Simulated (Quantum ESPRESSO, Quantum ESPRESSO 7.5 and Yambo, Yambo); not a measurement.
# CdF2 (Fm-3m): G0W0 with Yambo, start to end

Wanted: ground state, empty states, screening and self-energy for CdF2 (Fm-3m).

Program: Quantum ESPRESSO 7.5 and Yambo 5.3.0. Level of theory: PBE and many-body steps on it, plane waves. Results are calculated unless marked as measured.

Most raw output is cut from this account.

## 1. Set-up

It takes space group Fm-3m (No. 225, cubic). The conventional cell has a = 5.388 Å, b = 5.388 Å, c = 5.388 Å, α = 90.00°, β = 90.00°, γ = 90.00°. Cd has 8 F at 2.33 Å nearest. Nearest to F lie 4 Cd at 2.33 Å. Farther neighbours and most contacts between anions are not listed.

The cell and positions come from the Crystallography Open Database and are kept as given unless a step says otherwise.

## 2. Ground state

This step: Quantum ESPRESSO 7.5; DFT, PBE, plane waves, norm-conserving pseudopotentials.

The ground-state density comes first.

pw.in reads:

```
&control
  calculation = 'scf'
  prefix = 'x'
  outdir = 'o'
  pseudo_dir = 'pseudo'
/
&system
  ibrav = 0
  nat = 3
  ntyp = 2
  ecutwfc = 94.0
  nbnd = 22
  force_symmorphic = .true.
/
&electrons
  conv_thr = 1e-10
  electron_maxstep = 80
  mixing_beta = 0.5
/
ATOMIC_SPECIES
  Cd 112.41 Cd.upf
  F 18.998 F.upf
CELL_PARAMETERS angstrom
  0.0000000000 2.6940000000 2.6940000000
  2.6940000000 -0.0000000000 2.6940000000
  2.6940000000 2.6940000000 -0.0000000000
ATOMIC_POSITIONS crystal
  Cd 0.0000000000 0.0000000000 0.0000000000
  F 0.2500000000 0.2500000000 0.2500000000
  F 0.7500000000 0.7500000000 0.7500000000
K_POINTS automatic
  6 6 6 0 0 0
```

Run with:

```bash
$ OMP_NUM_THREADS=1 mpirun -n 4 pw.x -nk 4 -in pw.in > pw.out
```

Wall time 6.6 s (4 MPI ranks of Arm Neoverse V2, shared host); peak memory 0.28 GiB.

This step gave:

| Property | Result |
| --- | --- |
| total energy | -6114.7323 eV |
| gap | 3.143 eV |
| k of the valence top | 0.1667, -0.5, -0.3333 |
| k of the conduction bottom | 0, 0, 0 |
| least direct gap | 3.619 eV |

The gap is indirect, with the least direct gap 0.48 eV higher.

## 3. Bands along the symmetry lines

The cheap functional maps the bands first; the places of the edges decide which points the dearer methods must see.

pw.in reads:

```
&control
  calculation = 'bands'
  prefix = 'x'
  outdir = 'o'
  pseudo_dir = 'pseudo'
/
&system
  ibrav = 0
  nat = 3
  ntyp = 2
  ecutwfc = 94.0
  nbnd = 23
  force_symmorphic = .true.
/
&electrons
  conv_thr = 1e-9
  electron_maxstep = 80
  diago_full_acc = .true.
  diago_thr_init = 5e-6
/
ATOMIC_SPECIES
  Cd 112.41 Cd.upf
  F 18.998 F.upf
CELL_PARAMETERS angstrom
  0.0000000000 2.6940000000 2.6940000000
  2.6940000000 -0.0000000000 2.6940000000
  2.6940000000 2.6940000000 -0.0000000000
ATOMIC_POSITIONS crystal
  Cd 0.0000000000 0.0000000000 0.0000000000
  F 0.2500000000 0.2500000000 0.2500000000
  F 0.7500000000 0.7500000000 0.7500000000
K_POINTS crystal
  50
  0.00000000 0.00000000 0.00000000 1
  0.06250000 0.00000000 0.06250000 1
  0.12500000 0.00000000 0.12500000 1
  0.18750000 0.00000000 0.18750000 1
  0.25000000 0.00000000 0.25000000 1
  0.31250000 0.00000000 0.31250000 1
  0.37500000 0.00000000 0.37500000 1
  0.43750000 0.00000000 0.43750000 1
  0.50000000 0.00000000 0.50000000 1
  0.51562500 0.03125000 0.51562500 1
  0.53125000 0.06250000 0.53125000 1
  0.54687500 0.09375000 0.54687500 1
  0.56250000 0.12500000 0.56250000 1
  0.57812500 0.15625000 0.57812500 1
  0.59375000 0.18750000 0.59375000 1
  0.60937500 0.21875000 0.60937500 1
  0.62500000 0.25000000 0.62500000 1
  0.37500000 0.37500000 0.75000000 1
  0.32812500 0.32812500 0.65625000 1
  0.28125000 0.28125000 0.56250000 1
  0.23437500 0.23437500 0.46875000 1
  0.18750000 0.18750000 0.37500000 1
  0.14062500 0.14062500 0.28125000 1
  0.09375000 0.09375000 0.18750000 1
  0.04687500 0.04687500 0.09375000 1
  0.00000000 0.00000000 0.00000000 1
  0.06250000 0.06250000 0.06250000 1
  0.12500000 0.12500000 0.12500000 1
  0.18750000 0.18750000 0.18750000 1
  0.25000000 0.25000000 0.25000000 1
  0.31250000 0.31250000 0.31250000 1
  0.37500000 0.37500000 0.37500000 1
  0.43750000 0.43750000 0.43750000 1
  0.50000000 0.50000000 0.50000000 1
  0.50000000 0.46875000 0.53125000 1
  0.50000000 0.43750000 0.56250000 1
  0.50000000 0.40625000 0.59375000 1
  0.50000000 0.37500000 0.62500000 1
  0.50000000 0.34375000 0.65625000 1
  0.50000000 0.31250000 0.68750000 1
  0.50000000 0.28125000 0.71875000 1
  0.50000000 0.25000000 0.75000000 1
  0.50000000 0.21875000 0.71875000 1
  0.50000000 0.18750000 0.68750000 1
  0.50000000 0.15625000 0.65625000 1
  0.50000000 0.12500000 0.62500000 1
  0.50000000 0.09375000 0.59375000 1
  0.50000000 0.06250000 0.56250000 1
  0.50000000 0.03125000 0.53125000 1
  0.50000000 0.00000000 0.50000000 1
```

Wall time 5.4 s (4 MPI ranks); peak memory 0.24 GiB.

This step gave:

```yaml
gap: 3.124 eV
k_of_the_valence_top: 0.5, 0.25, 0.75
k_of_the_conduction_bottom: 0, 0, 0
least_direct_gap: 3.619 eV
```

The gap is 3.124 eV, −0.019 eV from the run before at this level.

The electronic bands at the labelled points (eV, zero at the top of the highest filled band):

```csv
point,band 14,band 15,band 16,band 17,band 18,band 19,band 20,band 21
Γ,-0.97,-0.50,-0.50,-0.50,3.12,12.74,12.74,12.74
halfway,-1.83,-0.50,-0.31,-0.31,5.33,10.70,13.59,13.59
X,-2.94,-0.51,-0.09,-0.09,8.04,9.71,11.96,14.30
halfway,-2.67,-0.56,-0.23,-0.12,8.05,10.01,11.76,14.25
U,-2.30,-0.95,-0.35,-0.20,7.99,10.79,11.16,14.50
jump to K,-2.30,-0.95,-0.35,-0.20,7.99,10.79,11.16,14.50
halfway,-1.42,-1.14,-0.44,-0.41,5.62,10.69,13.12,14.00
Γ,-0.97,-0.50,-0.50,-0.50,3.12,12.74,12.74,12.74
halfway,-1.36,-1.12,-0.45,-0.45,4.99,10.84,13.56,13.56
L,-1.83,-1.83,-0.39,-0.39,7.20,9.18,14.53,14.53
halfway,-1.85,-1.49,-0.47,-0.24,7.58,9.86,12.99,13.97
W,-1.52,-1.52,-0.60,0.00,8.10,11.53,11.72,11.72
halfway,-2.48,-0.56,-0.53,-0.04,8.07,10.29,11.71,13.39
X,-2.94,-0.51,-0.09,-0.09,8.04,9.71,11.96,14.30
```

## 4. Empty states on the mesh, 4×4×4 mesh, 105 bands

The sums over transitions need many empty states on a uniform mesh; this step solves for them.

pw.in reads:

```
&control
  calculation = 'nscf'
  prefix = 'x'
  outdir = 'o'
  pseudo_dir = 'pseudo'
/
&system
  ibrav = 0
  nat = 3
  ntyp = 2
  ecutwfc = 94.0
  nbnd = 105
  force_symmorphic = .true.
/
&electrons
  conv_thr = 1e-9
  electron_maxstep = 80
  diago_full_acc = .true.
  diago_thr_init = 5e-6
/
ATOMIC_SPECIES
  Cd 112.41 Cd.upf
  F 18.998 F.upf
CELL_PARAMETERS angstrom
  0.0000000000 2.6940000000 2.6940000000
  2.6940000000 -0.0000000000 2.6940000000
  2.6940000000 2.6940000000 -0.0000000000
ATOMIC_POSITIONS crystal
  Cd 0.0000000000 0.0000000000 0.0000000000
  F 0.2500000000 0.2500000000 0.2500000000
  F 0.7500000000 0.7500000000 0.7500000000
K_POINTS automatic
  4 4 4 0 0 0
```

The job ended after 7.5 s (4 MPI ranks; peak memory 0.35 GiB; 30 s of CPU time).

This step gave:

| Property | Result |
| --- | --- |
| gap | 3.124 eV |
| k of the valence top | 0.25, -0.5, -0.25 |
| k of the conduction bottom | 0, 0, 0 |
| least direct gap | 3.619 eV |
| k points computed | 8 |
| lowest point of the top converged band, above the valence top | 93.6212 eV |

On this mesh the gap is 3.124 eV.

## 5. Conversion and set-up

This step: Yambo 5.3.0; conversion and set-up on PBE, plane waves, norm-conserving pseudopotentials.

The states are converted to the many-body program's format and the q mesh is built.

Run with:

```bash
$ (cd o/x.save; p2y > p2y.log; mv SAVE ../..); yambo > setup.log
```

It took 2.2 s on 1 MPI rank; peak memory 0.25 GiB.

## 6. Screening and self-energy, 4×4×4 mesh, 105 bands, screening to 163.3 eV

Now the one-shot GW correction: screening in the RPA, then the self-energy of the levels asked for.

This step: G0W0 on PBE, plane waves, norm-conserving pseudopotentials.

gw1.in reads:

```
HF_and_locXC
gw0
dyson
ppa
em1d
rim_cut
RandQpts= 1000000
RandGvec= 1 RL
EXXRLvcs= 94 Ry
VXCRLvcs= 376 Ry
Chimod= "HARTREE"
% BndsRnXp
 1 | 105 |
%
NGsBlkXp= 12 Ry
% LongDrXp
 1 | 1 | 1 |
%
% GbndRnge
 1 | 105 |
%
DysSolver= "n"
ExtendOut
PPAPntXp= 27.21138 eV
% QPkrange
 8 | 8 | 16 | 19 |
 1 | 1 | 16 | 19 |
%
```

Run with:

```bash
$ OMP_NUM_THREADS=1 mpirun -n 4 yambo -F gw1.in -J gw1 -C gw1 > gw1.log
```

Wall time 62 s (4 MPI ranks); peak memory 1.7 GiB; 4.1 min of CPU time.

This step gave:

* G0W0 gap on the points computed: 5.313 eV
* starting gap on the mesh: 3.124 eV
* k of the valence top: 0.25, -0.5, -0.25
* k of the conduction bottom: 0, 0, 0
* least direct G0W0 gap on the computed points: 6.069 eV
* Z at the valence top: 0.7974
* Z at the conduction bottom: 0.8703

The gap on the mesh goes from 3.12 eV to 5.31 eV, a correction of +2.19 eV.

Limits: finite bands, cutoff and mesh; d shell near the gap, gap tends to lie low; no spin-orbit coupling; coarse k mesh. v1 is the top filled band, c1 the lowest empty one. Levels before and after the correction, in eV, zero at the valence-band top of each column:

```csv
,conduction bottom,valence top
Kohn-Sham,3.12,0.00
G0W0,5.31,0.00
```

```csv
,level,energy (eV)
Kohn-Sham,Γ v2-v1,-0.495
Kohn-Sham,Γ c1,3.124
Kohn-Sham,Γ c2,12.741
Kohn-Sham,(0.25 -0.5 -0.25) v2,-0.599
Kohn-Sham,(0.25 -0.5 -0.25) v1,0.000
Kohn-Sham,(0.25 -0.5 -0.25) c1,8.101
Kohn-Sham,(0.25 -0.5 -0.25) c2,11.529
G0W0,Γ v2-v1,-0.756
G0W0,Γ c1,5.313
G0W0,Γ c2,15.072
G0W0,(0.25 -0.5 -0.25) v2,-0.630
G0W0,(0.25 -0.5 -0.25) v1,0.000
G0W0,(0.25 -0.5 -0.25) c1,11.352
G0W0,(0.25 -0.5 -0.25) c2,13.796
```

## 7. Where the time went

Times are wall times on the hardware named with each run, good to a factor of about two.

```csv
step,time,share,memory (GiB)
ground state,6.6 s,8 %,0.28
bands along the symmetry lines,5.4 s,6 %,0.24
empty states on the mesh,7.5 s,9 %,0.35
conversion and set-up,2.2 s,3 %,0.25
screening and self-energy,62 s,74 %,1.7
```

## 8. What came out

```json
{
  "PBE gap": "3.12 eV, indirect",
  "G0W0 gap on the mesh": "5.31 eV",
  "GW settings": "4×4×4 mesh, 105 bands, screening to 163.3 eV, Godby-Needs plasmon pole",
  "known limits": "not at the basis limit; d shell near the gap, gap tends to lie low; no spin-orbit coupling; coarse k mesh"
}
```

**Reading.** G0W0 moves the gap on the mesh from 3.12 eV to 5.31 eV (+2.19 eV), with Z of 0.80 and 0.87 at the edges. Only 2 of the mesh's irreducible points were corrected, so a valley elsewhere could overtake. The dearest step here is «screening and self-energy». Bands and cutoff are finite, so the gap is not at the basis limit. The miss can reach some tenths of an eV and take either sign; the mesh is an error of its own. In the G0W0 run levels were corrected at 2 k points alone, so a gap called «on the mesh» is the least over those, and an edge elsewhere would be missed. The 4×4×4 mesh is coarse for this cell, which bears on the long-range parts of exchange and screening. A d shell, filled or nearly so, lies near the gap. One-shot GW converges very slowly in bands there, not always from below, and on a semilocal start the gap tends to come out low; starts rich in exact exchange can overshoot instead. The many-body steps are scalar-relativistic: spin-orbit coupling is not in them.

[Paths, hosts, dates, memory and timing lines, banners, echoed tables and standing remarks are left out of the program output.]

[Logs are printed without paths, hosts, clocks, repeated set-up lines and the standing remarks that a program may print on its own settings, such as how far it seeks lower states.]

[Runs of the session that timed out or met a known fault of the program may be left out.]

[Hosts, paths, dates, database ids (printed as entryN), source tags and the programs' standing remarks are cut or masked in the printed files.]
